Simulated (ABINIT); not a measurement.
# A GW run on ZnSe (Stilleite) in ABINIT, with inputs changed

What do changed inputs do to GW on ZnSe (Stilleite)?

Method: PBE and many-body steps on it, plane waves, in ABINIT 10.8.3.

## Step 1: The structure

It takes space group F-43m (No. 216, cubic). The conventional cell has a = 5.668 Å, b = 5.668 Å, c = 5.668 Å, α = 90.00°, β = 90.00°, γ = 90.00°. Nearest to Zn lie 4 Se at 2.45 Å. Nearest to Se lie 4 Zn at 2.45 Å. Farther neighbours and most contacts between anions are not listed.

The cell and positions come from the Crystallography Open Database and are kept as given unless a step says otherwise.

## Step 2: Screening, 4×4×4 mesh, 157 bands, screening to 190.5 eV

This step: ABINIT 10.8.3; RPA screening on PBE, plane waves, norm-conserving pseudopotentials.

The RPA dielectric matrix is built and inverted for each q.

Contents of run.abi:

```
acell 3*1.0 Angstrom
rprim 
  -0.000000000000 2.833800000000 2.833800000000
  2.833800000000 -0.000000000000 2.833800000000
  2.833800000000 2.833800000000 0.000000000000
ntypat 2
znucl 30 34
natom 2
typat 1 2
xred 
  0.000000000000 0.000000000000 0.000000000000
  0.250000000000 0.250000000000 0.250000000000
pp_dirpath "pseudos"
pseudos "Zn.upf, Se.upf"
ecut 48
ngkpt 4 4 4
nshiftk 1
shiftk 0 0 0
kptopt 1
chksymbreak 0
istwfk *1
occopt 1
irdwfk 1
optdriver 3
nband 157
ecuteps 7
inclvkb 2
awtr 1
symchi 1
indata_prefix "in"
outdata_prefix "out"
tmpdata_prefix "tmp"
```

Run with:

```sh
> OMP_NUM_THREADS=1 mpirun -n 8 abinit run.abi > log
```

What it wrote:

```text
.Version 10.8.3 of ABINIT. v10.8.2 released Aug 2026.

 Symmetries : space group F-4 3 m (#216); Bravais cF (face-center cubic)
[... echo of the input left out ...]
== DATASET  1 ==================================================================
-   mpi_nproc: 8, omp_nthreads: 1 (-1 if OMP is not activated)

--- !DatasetInfo
iteration_state: {dtset: 1, }
dimensions: {natom: 2, nkpt: 8, mband: 157, nsppol: 1, nspinor: 1, nspden: 1, mpw: 4910, }
cutoff_energies: {ecut:  48.0, pawecutdg:  -1.0, }
electrons: {nelect:   4.40000000E+01, charge:   0.00000000E+00, occopt:   1.00000000E+00, tsmear:   1.00000000E-02, }

 SCREENING: Calculation of the susceptibility and dielectric matrices

 Based on a program developped by R.W. Godby, V. Olevano, G. Onida, and L. Reining.
 Incorporated in ABINIT by V. Olevano, G.-M. Rignanese, and M. Torrent.
.Using double precision arithmetic ; gwpc =  8

[... cell and pseudopotentials left out ...]
--------------------------------------------------------------------------------

 ==== K-mesh for the wavefunctions ====
 Number of points in the irreducible wedge :     8
[... list of points left out ...]
 Together with 24 symmetry operations and time-reversal symmetry
 yields    64 points in the full Brillouin Zone.

 ==== Q-mesh for the screening function ====
 Number of points in the irreducible wedge :     8
[... list of points left out ...]
 Together with 24 symmetry operations and time-reversal symmetry
 yields    64 points in the full Brillouin Zone.

 setmesh: FFT mesh size selected  =    36x   36x   36
          total number of points  =        46656

 vcoul_init : cutoff-mode = AUXILIARY_FUNCTION
 q-points for optical limit:   1
     1)      0.000010    0.000020    0.000030

- screening: taking advantage of time-reversal symmetry
- Maximum band index for partially occupied states nbvw = 22
- Remaining bands to be divided among processors   nbcw = 135
- Number of bands treated by each node ~16

 Number of electrons calculated from density =   44.0000; Expected =   44.0000
 average of density, n =  0.143258
 r_s =    1.1856
 omega_plasma =   36.5103 [eV]

 calculating chi0 at frequencies [eV] :
  1    0.000000E+00    0.000000E+00
  2    0.000000E+00    3.651025E+01

--------------------------------------------------------------------------------
  q-point number  1        q = ( 0.000000, 0.000000, 0.000000) [r.l.u.]
--------------------------------------------------------------------------------
[... chi0 elements left out ...]
 For q-point:  0.000010 0.000020 0.000030
  dielectric constant =  13.5356
  dielectric constant without local fields =  14.4796

  Average fulfillment of the sum rule on Im[epsilon] for q-point    1 :     44.32  [%]
[... wings left out ...]
  q-point number  2        q = ( 0.250000, 0.000000, 0.000000) [r.l.u.]
--------------------------------------------------------------------------------
[... chi0 elements left out ...]
  Average fulfillment of the sum rule on Im[epsilon] for q-point    2 :     51.65  [%]

 [... 6 further q-points ...]
```

It took 67 s on 8 MPI ranks of Arm Neoverse V2, shared host; peak memory 2.7 GiB.

This step gave:

```yaml
eps_infinity_with_local_fields_on_this_mesh_along_the_program_s_q_direction: 13.54
the_same_without_local_fields: 14.48
plasma_frequency: 36.51 eV
plane_waves_in_the_screening_matrix: 283
```

Local fields lower ε∞ by 7 %. On a Γ-centred mesh this coarse the value itself is usually too large, while a short band sum pulls it down.

## Step 3: Base

The self-energy is evaluated for the states that the input lists, and the levels follow from it, in one-shot runs by the linearised quasiparticle equation.

This step: G0W0 on PBE, plane waves, norm-conserving pseudopotentials.

run.abi, as its differences from that of step 2:

```diff
@@ -23,8 +23,15 @@
 irdwfk 1
-optdriver 3
+optdriver 4
 nband 157
+gwcalctyp 0
+ecutsigx 48
+symsigma 1
+nkptgw 1
+kptgw 
+  0.0000000000 0.0000000000 0.0000000000
+bdgw 
+  20 26
 ecuteps 7
-inclvkb 2
-awtr 1
-symchi 1
+irdscr 1
+ppmodel 1
 indata_prefix "in"
```

What it wrote:

```text
.Version 10.8.3 of ABINIT. v10.8.2 released Aug 2026.

 Symmetries : space group F-4 3 m (#216); Bravais cF (face-center cubic)
[... echo of the input left out ...]
== DATASET  1 ==================================================================
-   mpi_nproc: 8, omp_nthreads: 1 (-1 if OMP is not activated)

--- !DatasetInfo
iteration_state: {dtset: 1, }
dimensions: {natom: 2, nkpt: 8, mband: 157, nsppol: 1, nspinor: 1, nspden: 1, mpw: 4910, }
cutoff_energies: {ecut:  48.0, pawecutdg:  -1.0, }
electrons: {nelect:   4.40000000E+01, charge:   0.00000000E+00, occopt:   1.00000000E+00, tsmear:   1.00000000E-02, }

 SIGMA: Calculation of the GW corrections

 Based on a program developped by R.W. Godby, V. Olevano, G. Onida, and L. Reining.
 Incorporated in ABINIT by V. Olevano, G.-M. Rignanese, and M. Torrent.
.Using double precision arithmetic ; gwpc =  8

[... cell and pseudopotentials left out ...]
--------------------------------------------------------------------------------

 ==== K-mesh for the wavefunctions ====
 Number of points in the irreducible wedge :     8
[... list of points left out ...]
 Together with 24 symmetry operations and time-reversal symmetry
 yields    64 points in the full Brillouin Zone.

 ==== Q-mesh for screening function ====
 Number of points in the irreducible wedge :     8
[... list of points left out ...]
 Together with 24 symmetry operations and time-reversal symmetry
 yields    64 points in the full Brillouin Zone.

 vcoul_init : cutoff-mode = AUXILIARY_FUNCTION
 q-points for optical limit:   1
     1)      0.000010    0.000020    0.000030
 setmesh: FFT mesh size selected  =    48x   48x   48
          total number of points  =       110592

 Number of electrons calculated from density =   44.0000; Expected =   44.0000
 average of density, n =  0.143258
 r_s =    1.1856
 omega_plasma =   36.5103 [eV]

 === KS Band Gaps ===
  >>>> For spin  1
   Minimum direct gap =   1.2885 [eV], located at k-point      :   0.0000  0.0000  0.0000
   Fundamental gap    =   1.2885 [eV], Top of valence bands at :   0.0000  0.0000  0.0000
                                       Bottom of conduction at :   0.0000  0.0000  0.0000
 SIGMA fundamental parameters:
 PLASMON POLE MODEL  1
 number of plane-waves for SigmaX                 4909
 number of plane-waves for SigmaC and W            283
 number of plane-waves for wavefunctions          4909
 number of bands                                   157
 number of independent spin polarizations            1
 number of spinorial components                      1
 number of k-points in IBZ                           8
 number of q-points in IBZ                           8
 number of symmetry operations                      24
 number of k-points in BZ                           64
 number of q-points in BZ                           64
 number of frequencies for dSigma/dE                 9
 frequency step for dSigma/dE [eV]                0.25
 number of omega for Sigma on real axis              0
 max omega for Sigma on real axis  [eV]           0.00
 zcut for avoiding poles [eV]                     0.10

 EPSILON^-1 parameters (SCR file):
 dimension of the eps^-1 matrix on file            283
 dimension of the eps^-1 matrix used               283
 number of plane-waves for wavefunctions          4909
 number of bands                                   157
 number of q-points in IBZ                           8
 number of frequencies                               2
 number of real frequencies                          1
 number of imag frequencies                          1

 matrix elements of self-energy operator (all in [eV])

 Perturbative Calculation

--- !SelfEnergy_ee
iteration_state: {dtset: 1, }
kpoint     : [   0.000,    0.000,    0.000, ]
spin       : 1
KS_gap     :    1.289
QP_gap     :    2.009
Delta_QP_KS:    0.720
data: !SigmaeeData |
     Band     E0 <VxcDFT>   SigX SigC(E0)      Z dSigC/dE  Sig(E)    E-E0       E
       20   4.164 -17.093 -19.827   1.925   0.801  -0.248 -17.741  -0.648   3.516
       21   4.164 -17.093 -19.827   1.925   0.801  -0.248 -17.741  -0.648   3.516
       22   4.164 -17.093 -19.827   1.925   0.801  -0.248 -17.741  -0.648   3.516
       23   5.453 -12.787  -8.817  -3.882   0.818  -0.223 -12.715   0.072   5.525
       24   9.979 -11.028  -6.246  -4.438   0.812  -0.232 -10.748   0.280  10.259
       25   9.979 -11.028  -6.246  -4.438   0.812  -0.232 -10.748   0.280  10.259
       26   9.979 -11.028  -6.246  -4.438   0.812  -0.232 -10.748   0.280  10.259

== END DATASET(S) ==============================================================
================================================================================

 -outvars: echo values of variables after computation  --------
           etotal      0.0000000000E+00
            nband         157
             nkpt           8
          spgroup         216
 [... the other variables as echoed above ...]

 Calculation completed.
```

Elapsed: 6.8 s, on 8 MPI ranks; peak memory 2 GiB; 54 s of CPU time.

Numbers from this step:

| Property | Result |
| --- | --- |
| G0W0 gap on the points computed | 2.009 eV |
| starting gap on the mesh | 1.289 eV |
| k of the valence top | 0, 0, 0 |
| k of the conduction bottom | 0, 0, 0 |
| Z at the valence top | 0.801 |
| Z at the conduction bottom | 0.818 |
| least direct G0W0 gap on the computed points | 2.009 eV |

The gap on the mesh goes from 1.29 eV to 2.01 eV, a correction of +0.72 eV.

## Step 4: Coulomb singularity

run.abi, as its differences from that of step 3:

```diff
@@ -36,2 +36,3 @@
 ppmodel 1
+gw_icutcoul 3
 indata_prefix "in"
```

What it wrote:

```text
.Version 10.8.3 of ABINIT. v10.8.2 released Aug 2026.

 Symmetries : space group F-4 3 m (#216); Bravais cF (face-center cubic)
[... echo of the input left out ...]
== DATASET  1 ==================================================================
-   mpi_nproc: 8, omp_nthreads: 1 (-1 if OMP is not activated)

--- !DatasetInfo
iteration_state: {dtset: 1, }
dimensions: {natom: 2, nkpt: 8, mband: 157, nsppol: 1, nspinor: 1, nspden: 1, mpw: 4910, }
cutoff_energies: {ecut:  48.0, pawecutdg:  -1.0, }
electrons: {nelect:   4.40000000E+01, charge:   0.00000000E+00, occopt:   1.00000000E+00, tsmear:   1.00000000E-02, }

 SIGMA: Calculation of the GW corrections

 Based on a program developped by R.W. Godby, V. Olevano, G. Onida, and L. Reining.
 Incorporated in ABINIT by V. Olevano, G.-M. Rignanese, and M. Torrent.
.Using double precision arithmetic ; gwpc =  8

[... cell and pseudopotentials left out ...]
--------------------------------------------------------------------------------

 ==== K-mesh for the wavefunctions ====
 Number of points in the irreducible wedge :     8
[... list of points left out ...]
 Together with 24 symmetry operations and time-reversal symmetry
 yields    64 points in the full Brillouin Zone.

 ==== Q-mesh for screening function ====
 Number of points in the irreducible wedge :     8
[... list of points left out ...]
 Together with 24 symmetry operations and time-reversal symmetry
 yields    64 points in the full Brillouin Zone.

 vcoul_init : cutoff-mode = CRYSTAL
 q-points for optical limit:   1
     1)      0.000010    0.000020    0.000030
 setmesh: FFT mesh size selected  =    48x   48x   48
          total number of points  =       110592

 Number of electrons calculated from density =   44.0000; Expected =   44.0000
[...]
number of q-points in BZ                           64
 number of frequencies for dSigma/dE                 9
 frequency step for dSigma/dE [eV]                0.25
 number of omega for Sigma on real axis              0
 max omega for Sigma on real axis  [eV]           0.00
 zcut for avoiding poles [eV]                     0.10

 EPSILON^-1 parameters (SCR file):
 dimension of the eps^-1 matrix on file            283
 dimension of the eps^-1 matrix used               283
 number of plane-waves for wavefunctions          4909
 number of bands                                   157
 number of q-points in IBZ                           8
 number of frequencies                               2
 number of real frequencies                          1
 number of imag frequencies                          1

 matrix elements of self-energy operator (all in [eV])

 Perturbative Calculation

--- !SelfEnergy_ee
iteration_state: {dtset: 1, }
kpoint     : [   0.000,    0.000,    0.000, ]
spin       : 1
KS_gap     :    1.289
QP_gap     :    1.993
Delta_QP_KS:    0.705
data: !SigmaeeData |
     Band     E0 <VxcDFT>   SigX SigC(E0)      Z dSigC/dE  Sig(E)    E-E0       E
       20   4.164 -17.093 -19.418   1.736   0.807  -0.239 -17.569  -0.476   3.688
       21   4.164 -17.093 -19.418   1.736   0.807  -0.239 -17.569  -0.476   3.688
       22   4.164 -17.093 -19.418   1.736   0.807  -0.239 -17.569  -0.476   3.688
       23   5.453 -12.787  -8.817  -3.693   0.824  -0.213 -12.559   0.229   5.682
       24   9.979 -11.028  -6.246  -4.248   0.818  -0.222 -10.591   0.437  10.416
       25   9.979 -11.028  -6.246  -4.248   0.818  -0.222 -10.591   0.437  10.416
       26   9.979 -11.028  -6.246  -4.248   0.818  -0.222 -10.591   0.437  10.416

== END DATASET(S) ==============================================================
================================================================================

 -outvars: echo values of variables after computation  --------
           etotal      0.0000000000E+00
            nband         157
             nkpt           8
          spgroup         216
 [... the other variables as echoed above ...]

 Calculation completed.
```

The job ended after 6.8 s (8 MPI ranks; peak memory 2 GiB; 54 s of CPU time).

Numbers from this step:

```
G0W0 gap on the points computed              : 1.994 eV
starting gap on the mesh                     : 1.289 eV
k of the valence top                         : 0, 0, 0
k of the conduction bottom                   : 0, 0, 0
Z at the valence top                         : 0.807
Z at the conduction bottom                   : 0.824
least direct G0W0 gap on the computed points : 1.994 eV
```

Against G0W0 in ABINIT (4×4×4 mesh, 157 bands, screening to 190.5 eV, Godby-Needs plasmon pole), the gap moves by −0.015 eV.

## Step 5: Side by side

Times are wall times on 8 MPI ranks of Arm Neoverse V2, shared host, good to a factor of about two. A run's time includes the screening step that it read.

```csv
run,mesh,bands,screening cutoff (eV),DFT gap (eV),gap on the mesh (eV),direct (eV),ε∞ used,time
base,4×4×4,157,190.5,1.289,2.009,2.009,13.54,74 s
Coulomb singularity,4×4×4,157,190.5,1.289,1.994,1.994,13.54,74 s
```

## Step 6: What came out

```json
{
 "base": "2.009 eV",
 "Coulomb singularity": "1.994 eV",
 "known limits": "not at the basis limit; no spin-orbit coupling; coarse k mesh"
}
```

What this shows: Coulomb singularity: −0.015 eV against base (keys changed: gw_icutcoul). Bands and cutoff are finite, so the gap is not at the basis limit. The miss can reach some tenths of an eV and take either sign; the mesh is an error of its own. In the first G0W0 run levels were corrected at 1 k point alone, so a gap called «on the mesh» is the least over those, and an edge elsewhere would be missed. The 4×4×4 mesh is coarse for this cell, which bears on the long-range parts of exchange and screening. The many-body steps are scalar-relativistic: spin-orbit coupling is not in them.

[Paths, hosts, dates, memory and timing lines, banners, echoed tables and standing remarks are left out of the program output.]

[Logs are printed without paths, hosts, clocks, repeated set-up lines and the standing remarks that a program may print on its own settings, such as how far it seeks lower states.]

[Runs of the session that timed out or met a known fault of the program may be left out.]

[No measured gap is set beside runs whose start may be inverted or whose files or cutoffs have a known fault.]

[Hosts, paths, dates, database ids (printed as entryN), source tags and the programs' standing remarks are cut or masked in the printed files.]

[G0W0 gaps are taken among the corrected bands and points alone; a level outside them can change the order at an edge.]

[Where Ansatz stands beside ABINIT at settings called matched, ABINIT's density can come from a denser mesh and the files from another edition; pairs whose starting gaps differed by over 0.03 eV were left out, so agreement reads better than it is.]
